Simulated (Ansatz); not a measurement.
# VCdNi4, from a guessed structure to a relaxed one, part 2 of 2

This structure for VCdNi4 is made up. Its elements were placed in a known structure type with a cell scaled to their sizes. What cell does the guess relax to, and how far off was it?

Ansatz 0.2.0; DFT, PBEsol, plane-wave PAW, files of the set soft_1, scalar-relativistic, ferromagnetic start, cell and ions relaxed at zero pressure; PAW set soft_1 (the session's first sound run).

So far: The structure; Relaxation of the guess. The relaxed cell has a = 6.622 Å (conventional setting).

## (3) Electronic structure of the relaxed cell

A second self-consistent run takes a narrower smearing and the mesh shown in its input; the bands follow along the standard path of the relaxed lattice.

This step: DFT, PBEsol, plane-wave PAW, files of the set soft_1, scalar-relativistic, no spin, bands and density of states at the relaxed cell; PAW set soft_1 (Ansatz 0.2.0).

The input, input.yaml:

```yaml
crystal:
  lattice:
    - [0.0, 3.3112276988, 3.3112276988]
    - [3.3112276988, 0.0, 3.3112276988]
    - [3.3112276988, 3.3112276988, 0.0]
  atoms:
    - { symbol: Cd, position: [0.25, 0.25, 0.25] }
    - { symbol: Ni, position: [0.8745748667, 0.3762754, 0.8745748667] }
    - { symbol: Ni, position: [0.8745748667, 0.8745748667, 0.3762754] }
    - { symbol: Ni, position: [0.8745748667, 0.8745748667, 0.8745748667] }
    - { symbol: Ni, position: [0.3762754, 0.8745748667, 0.8745748667] }
    - { symbol: V, position: [0.5, 0.5, 0.5] }
kpoints:
  mp_grid: { grid: [8, 8, 8] }
  band_path:
    path:
      - [[0.0, 0.0, 0.0], [0.5, 0.0, 0.5], [0.5, 0.25, 0.75], [0.375, 0.375, 0.75], [0.0, 0.0, 0.0], [0.5, 0.5, 0.5], [0.625, 0.25, 0.625], [0.5, 0.25, 0.75], [0.5, 0.5, 0.5], [0.375, 0.375, 0.75]]
      - [[0.625, 0.25, 0.625], [0.5, 0.0, 0.5]]
    npoints: 8
scf:
  occupations: { method: fermi_dirac, width: 0.03 }
  n_extra_bands: 10
hamiltonian:
  xc: pbesol
  pseudopotentials: { kind: paw, azcp: { folder: soft_1 }, xc_functional: pbe }
output:
  forces: true
  stress: true
  write_bands: true
  dos: { projected: true }
  write_density: true
  write_potential: true
  elf: true
  volumetric_format: npy
```

On the command line:

```bash
$ ansatz run input.yaml --threads 4 --pin off --max-ram 10240MiB --backend cpu --events-out ev --progress --plain --runs-dir out
```

Numbers of over 12 decimals in the logs are rounded to 6 here.

The program printed:

```text
[...]
Crystal: 6 atoms, lattice volume = 72.610 Å³
Basis set: ecut = 420 eV, 1411 PW (Γ), exchange–correlation on 64×64×64 points (8 copies of the dense FFT grid, shifted against one another)
Bands: 63, of which v1, the nominal top of the filled ones, is band 53 counted from 1 (52 counted from 0)
Symmetry: 24 space group operations
[...]
k-points: 29 of 512 (time reversal used)
[...]
SCF iter   1: F=—  HF=-34291.233846 eV  |F-HF|=—  |Δ(HF+E_count)|=         —  Δρ=1.07e-1  dr2=1.52e1  ethr=3.10e-3  ⟨swp⟩=5.0  Hψ=5507  notcnv=0
[...]
SCF iter  10: F=-34289.433618 eV  HF=-34289.433619 eV  |F-HF|=4.96e-8  |Δ(HF+E_count)|=   3.44e-7  Δρ=6.95e-6  dr2=2.43e-8  ethr=9.52e-11  ⟨swp⟩=13.9  Hψ=14018  notcnv=0
SCF 1 converged in 10 iterations: F = -34289.433618 eV  dr2 = 2.43e-8
[...]
NSCF: frozen V_eff on 82 k-points
SCF converged after 10 iterations
Free energy (F): -34289.433618 eV
[...]
Internal energy: -34289.412638 eV  (E = F + TS)
E sigma→0 (E₀):  -34289.423128 eV
Entropy (-TS):   -0.020980 eV (-3.497 meV/atom)
Fermi energy:    18.498207 eV
[...]
--- Forces (eV/Å), atoms counted from 1 ---
  atom   1  Cd    -0.00000000     0.00000000    -0.00000000
  atom   2  Ni    -0.00137942     0.00137942    -0.00137942
  atom   3  Ni    -0.00137942    -0.00137942     0.00137942
  atom   4  Ni     0.00137942     0.00137942     0.00137942
  atom   5  Ni     0.00137942    -0.00137942    -0.00137942
  atom   6  V     -0.00000000     0.00000000    -0.00000000
  max |Σ_I F_I| component: 2.57e-17 eV/Å
--- Stress (GPa, compression-positive) ---
       -0.078497       0.000000       0.000000
        0.000000      -0.078497      -0.000000
        0.000000      -0.000000      -0.078497
  P = ⅓ Tr σ = -0.0785 GPa (-0.785 kbar)
--- Band table (eV; the first three rows and the last of 29) ---
  k-point 0: bands = [... 49 lower, 17.8241, 18.2664, 18.2664, 18.5792, 18.5792, 18.5792, 19.0110, 21.4781, ... 6 higher]
  k-point 1: bands = [... 49 lower, 17.6188, 18.3279, 18.3279, 18.5792, 18.6539, 18.6539, 19.0710, 20.7426, ... 6 higher]
  k-point 2: bands = [... 49 lower, 17.5769, 18.2178, 18.2178, 18.5791, 18.8283, 18.8283, 18.9389, 20.1321, ... 6 higher]
  k-point 28: bands = [... 49 lower, 17.6775, 17.7504, 17.9268, 18.2585, 18.7010, 18.8983, 19.0086, 19.0936, ... 6 higher]
```

Elapsed: 6.2 s, on 4 threads of Intel Xeon Platinum 8488C (Sapphire Rapids), shared host; peak memory 0.68 GiB.

Numbers from this step:

- free energy: -34289.4336 eV
- energy at zero smearing: -34289.4231 eV
- smearing term TS: 0.02098 eV
- Fermi energy: 18.50 eV
- pressure: -0.07850 GPa

bands.tsv at the labelled points (eV, zero at the Fermi level; the bands that come nearest the Fermi level along the path):

```tsv
point	band 50	band 51	band 52	band 53	band 54	band 55	band 56	band 57
Γ	-0.67	-0.23	-0.23	0.08	0.08	0.08	0.51	2.98
X	-1.08	-0.97	-0.95	0.39	0.41	0.41	0.46	1.10
W	-0.82	-0.75	-0.57	-0.24	0.20	0.40	0.51	0.60
K	-0.96	-0.77	-0.66	-0.16	0.26	0.47	0.49	0.65
Γ	-0.67	-0.23	-0.23	0.08	0.08	0.08	0.51	2.98
L	-0.97	-0.04	-0.01	-0.01	0.08	0.26	0.26	1.55
U	-0.96	-0.77	-0.66	-0.16	0.26	0.47	0.49	0.65
W	-0.82	-0.75	-0.57	-0.24	0.20	0.40	0.51	0.60
L	-0.97	-0.04	-0.01	-0.01	0.08	0.26	0.26	1.55
K	-0.96	-0.77	-0.66	-0.16	0.26	0.47	0.49	0.65
U	-0.96	-0.77	-0.66	-0.16	0.26	0.47	0.49	0.65
X	-1.08	-0.97	-0.95	0.39	0.41	0.41	0.46	1.10
```

Counts of states for the cell as run, both spins, by energy window (eV from the Fermi level):

| from | to | total |
| --- | --- | --- |
| -8 | -7 | 0.74 |
| -7 | -6 | 0.98 |
| -6 | -5 | 1.82 |
| -5 | -4 | 3.35 |
| -4 | -3 | 9.97 |
| -3 | -2 | 10.68 |
| -2 | -1 | 11.32 |
| -1 | 0 | 7.56 |
| 0 | 1 | 7.96 |
| 1 | 2 | 2.82 |
| 2 | 3 | 1.98 |
| 3 | 4 | 0.74 |
| 4 | 5 | 0.87 |
| 5 | 6 | 1.35 |

Below -8 eV lie 58.5 more states.

## (4) Results

```
space group, relaxed : F-43m
conventional cell    : a = 6.622, b = 6.622, c = 6.622 Å; α = 90.0°, β = 90.0°, γ = 90.0°
volume per atom      : 12.10 Å³ (guess 12.75)
total moment         : 0.00 μB in the cell of 6 atoms
```

What this shows: VCdNi4 relaxes to F-43m with a = 6.622, b = 6.622 and c = 6.622 Å. The guessed volume was 5 % too large. The space group F-43m was held in the relaxation, so the end point is a stationary structure within it and may be a saddle against distortions or other arrangements. The moments died out from this one start and weren't seeded again at the relaxed cell. Bands cross the Fermi level, so it is a metal or semimetal at this level. The electron count is odd, which forces that without spin polarisation or a larger cell. On the 8×8×8 mesh with the narrower smearing (relaxed on 7×7×7) the largest force component is 0.001 eV/Å and the largest stress component is 0.078 GPa, against the relaxation's thresholds of 0.015 eV/Å and 0.05 GPa. The cutoff wasn't tested. No dispersion term is used, so weakly bound directions may come out too long. Nothing here tests whether the compound is stable against decomposition.

[Logs are printed without paths, hosts, clocks, repeated set-up lines and the standing remarks that a program may print on its own settings, such as how far it seeks lower states.]

[Hosts, paths, dates, database ids (printed as entryN), source tags and the programs' standing remarks are cut or masked in the printed files.]
